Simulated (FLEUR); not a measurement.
**MnSe: which magnetic order is lowest**

A self-consistent run ends on one state, which hangs on the start. Several orders of MnSe are started in FLEUR and their energies compared.

Calculated with FLEUR MaX-R8.1; LDA (VWN) with U = 4 eV on Mn d; all-electron FLAPW, Dirac cores, scalar-relativistic bands.

Report form: the programs' logs are mostly left out.

The database entry behind the starting cell differs from later determinations by our own check (about 0.4 % short), so it need not match the best structure at ambient conditions.

## 1. The starting structure

It takes space group Fm-3m (No. 225, cubic). Conventional cell: a = 5.440 Å, b = 5.440 Å, c = 5.440 Å, α = 90.00°, β = 90.00°, γ = 90.00°. Mn has 6 Se at 2.72 Å nearest. Se has 6 Mn at 2.72 Å nearest. Farther neighbours and most contacts between anions are not listed.

## 2. Start 1: ferro +

The parallel start is the test of whether parallel moments hold. A Hubbard U acts on the open shell, since semilocal functionals spread its electrons too much.

inpgen writes inp.xml from crystal.txt; cutoffs, mixing, functional, smearing and local orbitals are then set in the file. The k list default-1 (kpts.xml, not shown) is a Γ-centred 8×8×8 mesh; where the ranks do not divide the number of points, some are split in two of half the weight.

inp.xml reads:

```
<?xml version="1.0" encoding="UTF-8" standalone="no"?>
<fleurInput fleurInputVersion="0.39">
   <comment>
      MnSe
   </comment>
   <calculationSetup>
      <cutoffs Kmax="3.6" Gmax="10.8" GmaxXC="10.8" numbands="0"/>
      <scfLoop itmax="130" minDistance="0.0001" maxIterBroyd="15" imix="Anderson" alpha="0.05" precondParam="0.0" spinf="2.0" sdNocoIR="T"/>
      <coreElectrons ctail="T" frcor="F" kcrel="0" coretail_lmax="0"/>
      <xcFunctional name="vwn" relativisticCorrections="F"/>
      <magnetism jspins="2"/>
      <soc l_soc="F" theta="0.0" phi="0.0" spav="F"/>
      <expertModes spex="0" secvar="F"/>
      <geometryOptimization l_f="F" forcealpha="1.0" forcemix="BFGS" epsdisp="0.00001" epsforce="0.00001"/>
      <ldaU l_linMix="F" mixParam="0.05" spinf="1.0"/>
   </calculationSetup>
   <cell>
      <bzIntegration valenceElectrons="31.0" mode="hist" fermiSmearingEnergy="0.00293995">
         <kPointListSelection listName="default-1"/>
         <xi:include xmlns:xi="http://www.w3.org/2001/XInclude" href="kpts.xml"> </xi:include>
      </bzIntegration>
      <xi:include xmlns:xi="http://www.w3.org/2001/XInclude" href="sym.xml"> </xi:include>
      <bulkLattice scale="1.0">
         <bravaisMatrix>
            <row-1>    0.0000000000000000     5.1400550589120000     5.1400550589120000</row-1>
            <row-2>    5.1400550589120000     0.0000000000000000     5.1400550589120000</row-2>
            <row-3>    5.1400550589120000     5.1400550589120000     0.0000000000000000</row-3>
         </bravaisMatrix>
      </bulkLattice>
   </cell>
   <atomSpecies>
      <species name="Manganese 4.500" element="Mn" atomicNumber="25">
         <mtSphere radius="2.51" gridPoints="829" logIncrement="0.015"/>
         <atomicCutoffs lmax="10" lnonsphr="8"/>
         <electronConfig flipSpins="F">
            <coreConfig>(1s1/2) (2s1/2) (2p1/2) (2p3/2)</coreConfig>
            <valenceConfig>(3s1/2) (3p1/2) (3p3/2) (4s1/2) (3d3/2) (3d5/2)</valenceConfig>
            <stateOccupation state="(3d3/2)" spinUp="1.75" spinDown="0.25"/>
            <stateOccupation state="(3d5/2)" spinUp="3.0" spinDown="0.0"/>
         </electronConfig>
         <energyParameters s="4" p="4" d="3" f="4"/>
         <ldaU l="2" U="4.0" J="0.0" l_amf="F"/>
         <lo type="SCLO" l="0" n="3" eDeriv="0"/>
         <lo type="SCLO" l="1" n="3" eDeriv="0"/>
      </species>
      <species name="Selenium (Se)" element="Se" atomicNumber="34">
         <mtSphere radius="2.51" gridPoints="829" logIncrement="0.015"/>
         <atomicCutoffs lmax="10" lnonsphr="8"/>
         <electronConfig flipSpins="F">
            <coreConfig>(1s1/2) (2s1/2) (2p1/2) (2p3/2) (3s1/2) (3p1/2) (3p3/2)</coreConfig>
            <valenceConfig>(4s1/2) (3d3/2) (3d5/2) (4p1/2) (4p3/2)</valenceConfig>
            <stateOccupation state="(4p1/2)" spinUp="0.666667" spinDown="0.666667"/>
            <stateOccupation state="(4p3/2)" spinUp="1.333333" spinDown="1.333333"/>
         </electronConfig>
         <energyParameters s="4" p="4" d="3" f="4"/>
      </species>
   </atomSpecies>
   <atomGroups>
      <atomGroup species="Manganese 4.500">
         <relPos label="                   1">.0000000000 .0000000000 .0000000000</relPos>
         <force calculate="T" relaxXYZ="TTT"/>
      </atomGroup>
      <atomGroup species="Selenium (Se)">
         <relPos label="                   2">1.000/2.000 1.000/2.000 1.000/2.000</relPos>
         <force calculate="T" relaxXYZ="TTT"/>
      </atomGroup>
   </atomGroups>
   <output dos="F" band="F" slice="F">
      <bandDOS minEnergy="-.5*Htr" maxEnergy="0.5*Htr" sigma="0.015" storeEVData="T"/>
      <plotting iplot="0" polar="F">
         <plot TwoD="T" vec1="  1.0  0.0  0.0" vec2="  0.0  1.0  0.0" vec3="  0.0  0.0  1.0" zero="  0.0  0.0  0.0" file="plot"/>
      </plotting>
      <moessbauerParams electricFieldGradient="F" isomerShift="F" coreHyperfine="F" valenceHyperfine="F"/>
   </output>
</fleurInput>
```

crystal.txt reads:

```
MnSe
&input film=F cartesian=F /
0.00000000000  2.72000000000  2.72000000000
2.72000000000  0.00000000000  2.72000000000
2.72000000000  2.72000000000  0.00000000000
1.8897261246
1.0 1.0 1.0

2
25 0.00000000000  0.00000000000  0.00000000000 : 4.500
34 0.50000000000  0.50000000000  0.50000000000

&kpt div1=8 div2=8 div3=8 gamma=T /
```

Command:

```console
$ OMP_NUM_THREADS=1 inpgen -f crystal.txt > inpgen.log  # inp.xml is then edited as shown
$ OMP_NUM_THREADS=1 mpirun -n 4 fleur_MPI > fleur.log
```

It took 7.5 s on 4 MPI ranks of Intel Xeon 6975P-C (Granite Rapids), shared host; peak memory 0.25 GiB.

Numbers from this step:

| Item | Value |
| --- | --- |
| free energy | -97514.6868 eV |
| program's band gap on this mesh (in a metal only a level spacing) | 1.076 eV |
| magnetization | 5 μB |
| final state | ferromagnetic |
| largest moment | 4.673 μB |

After 15 cycles the largest moment stands at 4.67 μB.

## 3. Start 2: antiferro q=(0,1/2,1/2) +-

Reversing part of the moments tests the sign of the couplings between them.

The cell is doubled to 4 atoms to hold this order. The mesh is halved along the doubled vector, so that both cells sample the same points. The k list default-1 (kpts.xml, not shown) is a Γ-centred 8×4×8 mesh.

inp.xml: that of step 2 with these lines changed.

```diff
@@ -17,3 +17,3 @@
    <cell>
-      <bzIntegration valenceElectrons="31.0" mode="hist" fermiSmearingEnergy="0.00293995">
+      <bzIntegration valenceElectrons="62.0" mode="hist" fermiSmearingEnergy="0.00293995">
          <kPointListSelection listName="default-1"/>
@@ -25,4 +25,4 @@
             <row-1>    0.0000000000000000     5.1400550589120000     5.1400550589120000</row-1>
-            <row-2>    5.1400550589120000     0.0000000000000000     5.1400550589120000</row-2>
-            <row-3>    5.1400550589120000     5.1400550589120000     0.0000000000000000</row-3>
+            <row-2>   10.2801101178240000     0.0000000000000000    10.2801101178240000</row-2>
+            <row-3>   10.2801101178240000     5.1400550589120000     5.1400550589120000</row-3>
          </bravaisMatrix>
@@ -39,2 +39,16 @@
             <stateOccupation state="(3d5/2)" spinUp="3.0" spinDown="0.0"/>
+         </electronConfig>
+         <energyParameters s="4" p="4" d="3" f="4"/>
+         <ldaU l="2" U="4.0" J="0.0" l_amf="F"/>
+         <lo type="SCLO" l="0" n="3" eDeriv="0"/>
+         <lo type="SCLO" l="1" n="3" eDeriv="0"/>
+      </species>
+      <species name="Manganese -4.500" element="Mn" atomicNumber="25">
+         <mtSphere radius="2.51" gridPoints="829" logIncrement="0.015"/>
+         <atomicCutoffs lmax="10" lnonsphr="8"/>
+         <electronConfig flipSpins="F">
+            <coreConfig>(1s1/2) (2s1/2) (2p1/2) (2p3/2)</coreConfig>
+            <valenceConfig>(3s1/2) (3p1/2) (3p3/2) (4s1/2) (3d3/2) (3d5/2)</valenceConfig>
+            <stateOccupation state="(3d3/2)" spinUp="0.25" spinDown="1.75"/>
+            <stateOccupation state="(3d5/2)" spinUp="0.0" spinDown="3.0"/>
          </electronConfig>
@@ -62,4 +76,12 @@
       </atomGroup>
+      <atomGroup species="Manganese -4.500">
+         <relPos label="                   2">.0000000000 1.000/2.000 .0000000000</relPos>
+         <force calculate="T" relaxXYZ="TTT"/>
+      </atomGroup>
       <atomGroup species="Selenium (Se)">
-         <relPos label="                   2">1.000/2.000 1.000/2.000 1.000/2.000</relPos>
+         <relPos label="                   3">1.000/2.000 .0000000000 1.000/2.000</relPos>
+         <force calculate="T" relaxXYZ="TTT"/>
+      </atomGroup>
+      <atomGroup species="Selenium (Se)">
+         <relPos label="                   4">1.000/2.000 1.000/2.000 1.000/2.000</relPos>
          <force calculate="T" relaxXYZ="TTT"/>
```

crystal.txt reads:

```
MnSe
&input film=F cartesian=F /
0.00000000000  2.72000000000  2.72000000000
5.44000000000  0.00000000000  5.44000000000
5.44000000000  2.72000000000  2.72000000000
1.8897261246
1.0 1.0 1.0

4
25 0.00000000000  0.00000000000  0.00000000000 : 4.500
25 0.00000000000  0.50000000000  0.00000000000 : -4.500
34 0.50000000000  0.00000000000  0.50000000000
34 0.50000000000  0.50000000000  0.50000000000

&kpt div1=8 div2=4 div3=8 gamma=T /
```

Run time: 58 s. Hardware: 4 MPI ranks; peak memory 0.49 GiB; 3.8 min of CPU time.

Spin moment in the muffin-tin sphere by atom:

```tsv
atom	spin moment in the muffin-tin sphere (μB)
Mn1	4.64
Mn2	-4.64
Se3	-0.03
Se4	0.03
```

This step gave:

| Item | Value |
| --- | --- |
| free energy | -195029.3855 eV |
| program's band gap on this mesh (in a metal only a level spacing) | 1.257 eV |
| magnetization | 0 μB |
| final state | antiferromagnetic |

It lies 5.92 meV a seeded atom under the first start, and its largest moment is 4.64 μB against 4.67 μB.

## 4. Run 3 (antiferro q=(0,0,1/2) +-)

Another pattern of signs weighs the neighbour shells otherwise.

This order needs a doubled cell of 4 atoms. The mesh is halved along the doubled vector, so that both cells sample the same points. The k list default-1 (kpts.xml, not shown) is a Γ-centred 8×8×4 mesh.

inp.xml: that of step 3 with these lines changed.

```diff
@@ -25,4 +25,4 @@
             <row-1>    0.0000000000000000     5.1400550589120000     5.1400550589120000</row-1>
-            <row-2>   10.2801101178240000     0.0000000000000000    10.2801101178240000</row-2>
-            <row-3>   10.2801101178240000     5.1400550589120000     5.1400550589120000</row-3>
+            <row-2>    5.1400550589120000     0.0000000000000000     5.1400550589120000</row-2>
+            <row-3>   10.2801101178240000    10.2801101178240000     0.0000000000000000</row-3>
          </bravaisMatrix>
@@ -77,3 +77,3 @@
       <atomGroup species="Manganese -4.500">
-         <relPos label="                   2">.0000000000 1.000/2.000 .0000000000</relPos>
+         <relPos label="                   2">.0000000000 .0000000000 1.000/2.000</relPos>
          <force calculate="T" relaxXYZ="TTT"/>
@@ -81,7 +81,4 @@
       <atomGroup species="Selenium (Se)">
-         <relPos label="                   3">1.000/2.000 .0000000000 1.000/2.000</relPos>
-         <force calculate="T" relaxXYZ="TTT"/>
-      </atomGroup>
-      <atomGroup species="Selenium (Se)">
-         <relPos label="                   4">1.000/2.000 1.000/2.000 1.000/2.000</relPos>
+         <relPos label="                   3">1.000/2.000 1.000/2.000 1.000/4.000</relPos>
+         <relPos label="                   4">1.000/2.000 1.000/2.000 -1.000/4.000</relPos>
          <force calculate="T" relaxXYZ="TTT"/>
```

crystal.txt reads:

```
MnSe
&input film=F cartesian=F /
0.00000000000  2.72000000000  2.72000000000
2.72000000000  0.00000000000  2.72000000000
5.44000000000  5.44000000000  0.00000000000
1.8897261246
1.0 1.0 1.0

4
25 0.00000000000  0.00000000000  0.00000000000 : 4.500
25 0.00000000000  0.00000000000  0.50000000000 : -4.500
34 0.50000000000  0.50000000000  0.25000000000
34 0.50000000000  0.50000000000  0.75000000000

&kpt div1=8 div2=8 div3=4 gamma=T /
```

The job ended after 50 s (4 MPI ranks; peak memory 0.48 GiB).

Spin moment in the muffin-tin sphere by atom:

```tsv
atom	spin moment in the muffin-tin sphere (μB)
Mn1	4.59
Mn2	-4.59
Se3	0.00
Se4	0.00
```

Numbers from this step:

- free energy: -195029.4389 eV
- program's band gap on this mesh (in a metal only a level spacing): 2.012 eV
- magnetization: 0 μB
- final state: antiferromagnetic

It lies 32.7 meV a seeded atom under the first start, and its largest moment is 4.59 μB against 4.67 μB.

## 5. An attempt with other settings

A slip in the input shows what the program catches and what it lets pass.

inp.xml: that of step 2 with these lines changed.

```diff
@@ -7,3 +7,3 @@
       <cutoffs Kmax="3.6" Gmax="10.8" GmaxXC="10.8" numbands="0"/>
-      <scfLoop itmax="130" minDistance="0.0001" maxIterBroyd="15" imix="Anderson" alpha="0.05" precondParam="0.0" spinf="2.0" sdNocoIR="T"/>
+      <scfLoop itmax="2" minDistance="0.0001" maxIterBroyd="15" imix="Anderson" alpha="0.05" precondParam="0.0" spinf="2.0" sdNocoIR="T"/>
       <coreElectrons ctail="T" frcor="F" kcrel="0" coretail_lmax="0"/>
```

crystal.txt is that of step 2.

Run time: 2.6 s. Hardware: 4 MPI ranks; peak memory 0.21 GiB.

The run stopped without converging, so none of its numbers is a property of the system.

The fault in the input: too few SCF iterations.

The limit on cycles came before convergence; raising itmax mends this.

## 6. Ranking

Free energies are divided by the number of seeded atoms, so that cells of unlike size compare. Wavevectors q in the names are fractions of the primitive cell's reciprocal vectors.

Orders:

```tsv
start	final state	typed order kept	energy over the lowest (meV a seeded atom)	largest sphere moment (μB)	net moment (μB a primitive cell)	mesh matched	CPU time (s)
ferro +	ferromagnetic	yes	32.67	4.673	5	yes	28.84
antiferro q=(0,1/2,1/2) +-	antiferromagnetic	yes	26.74	4.644	0	yes	230.3
antiferro q=(0,0,1/2) +-	antiferromagnetic	yes	0	4.589	0	yes	199.3
```

## 7. Spin–orbit coupling, moments along [001]

Spin–orbit coupling ties the spins to the lattice and lets orbital moments form.

A new self-consistent run of the start antiferro q=(0,0,1/2) +-, with the moments along z.

inp.xml: that of step 2 with these lines changed.

```diff
@@ -6,3 +6,3 @@
    <calculationSetup>
-      <cutoffs Kmax="3.6" Gmax="10.8" GmaxXC="10.8" numbands="0"/>
+      <cutoffs Kmax="3.6" Gmax="10.8" GmaxXC="10.8" numbands="142"/>
       <scfLoop itmax="130" minDistance="0.0001" maxIterBroyd="15" imix="Anderson" alpha="0.05" precondParam="0.0" spinf="2.0" sdNocoIR="T"/>
@@ -11,3 +11,3 @@
       <magnetism jspins="2"/>
-      <soc l_soc="F" theta="0.0" phi="0.0" spav="F"/>
+      <soc l_soc="T" theta="0.0" phi="0.0" spav="F"/>
       <expertModes spex="0" secvar="F"/>
@@ -17,3 +17,3 @@
    <cell>
-      <bzIntegration valenceElectrons="31.0" mode="hist" fermiSmearingEnergy="0.00293995">
+      <bzIntegration valenceElectrons="62.0" mode="hist" fermiSmearingEnergy="0.00293995">
          <kPointListSelection listName="default-1"/>
@@ -26,3 +26,3 @@
             <row-2>    5.1400550589120000     0.0000000000000000     5.1400550589120000</row-2>
-            <row-3>    5.1400550589120000     5.1400550589120000     0.0000000000000000</row-3>
+            <row-3>   10.2801101178240000    10.2801101178240000     0.0000000000000000</row-3>
          </bravaisMatrix>
@@ -39,2 +39,16 @@
             <stateOccupation state="(3d5/2)" spinUp="3.0" spinDown="0.0"/>
+         </electronConfig>
+         <energyParameters s="4" p="4" d="3" f="4"/>
+         <ldaU l="2" U="4.0" J="0.0" l_amf="F"/>
+         <lo type="SCLO" l="0" n="3" eDeriv="0"/>
+         <lo type="SCLO" l="1" n="3" eDeriv="0"/>
+      </species>
+      <species name="Manganese -4.500" element="Mn" atomicNumber="25">
+         <mtSphere radius="2.51" gridPoints="829" logIncrement="0.015"/>
+         <atomicCutoffs lmax="10" lnonsphr="8"/>
+         <electronConfig flipSpins="F">
+            <coreConfig>(1s1/2) (2s1/2) (2p1/2) (2p3/2)</coreConfig>
+            <valenceConfig>(3s1/2) (3p1/2) (3p3/2) (4s1/2) (3d3/2) (3d5/2)</valenceConfig>
+            <stateOccupation state="(3d3/2)" spinUp="0.25" spinDown="1.75"/>
+            <stateOccupation state="(3d5/2)" spinUp="0.0" spinDown="3.0"/>
          </electronConfig>
@@ -62,4 +76,9 @@
       </atomGroup>
+      <atomGroup species="Manganese -4.500">
+         <relPos label="                   2">.0000000000 .0000000000 1.000/2.000</relPos>
+         <force calculate="T" relaxXYZ="TTT"/>
+      </atomGroup>
       <atomGroup species="Selenium (Se)">
-         <relPos label="                   2">1.000/2.000 1.000/2.000 1.000/2.000</relPos>
+         <relPos label="                   3">1.000/2.000 1.000/2.000 1.000/4.000</relPos>
+         <relPos label="                   4">1.000/2.000 1.000/2.000 -1.000/4.000</relPos>
          <force calculate="T" relaxXYZ="TTT"/>
```

crystal.txt reads:

```
MnSe
&input film=F cartesian=F /
0.00000000000  2.72000000000  2.72000000000
2.72000000000  0.00000000000  2.72000000000
5.44000000000  5.44000000000  0.00000000000
1.8897261246
1.0 1.0 1.0

4
25 0.00000000000  0.00000000000  0.00000000000 : 4.500
25 0.00000000000  0.00000000000  0.50000000000 : -4.500
34 0.50000000000  0.50000000000  0.25000000000
34 0.50000000000  0.50000000000  0.75000000000

&soc 0.0000000 0.0000000 /
&kpt div1=8 div2=8 div3=4 gamma=T /
```

It took 5.4 min on 4 MPI ranks; peak memory 1.2 GiB; 22 min of CPU time.

Spin moment in the muffin-tin sphere by atom:

```tsv
atom	spin moment in the muffin-tin sphere (μB)
Mn1	4.59
Mn2	-4.59
Se3	0.00
Se4	0.00
```

This step gave:

| Property | Result |
| --- | --- |
| free energy | -195029.4833 eV |
| program's band gap on this mesh (in a metal only a level spacing) | 1.934 eV |
| magnetization | 0 μB |
| final state | antiferromagnetic |
| orbital moment along the spin | 0.00689 μB |

Orbital moment in the sphere, along the spin axis by atom:

```tsv
atom	orbital moment in the sphere, along the spin axis (μB)
Mn1	0.0069
Mn2	-0.0069
Se3	0.0000
Se4	0.0000
```

## 8. Outcome

```json
{
 "lowest state found": "antiferromagnetic (typed antiferro q=(0,0,1/2) +-)",
 "largest site spin moment": "4.59 μB",
 "next finished state": "antiferromagnetic, 26.7 meV a seeded atom higher",
 "orbital moment on the atom of largest spin, along its spin (spin–orbit run)": "0.00689 μB"
}
```

The lowest state found is antiferromagnetic, reached from the start antiferro q=(0,0,1/2) +-, with moments up to 4.59 μB. The next finished state costs 27 meV a seeded atom. The shell is near half filling, where Hund's rules give no orbital moment. This is the lowest of 3 finished starts, no proof of the ground state.

[Logs and program files are shortened in this print: banners, set-up blocks, solver, clock and traceback lines can be left out without a mark of their own.]

[Logs are printed without paths, hosts, clocks, repeated set-up lines and the standing remarks that a program may print on its own settings, such as how far it seeks lower states.]

[Hosts, paths, dates, database ids (printed as entryN), source tags and the programs' standing remarks are cut or masked in the printed files.]

[Where a cell is said to come from a database of computed structures, the database is the Materials Project.]
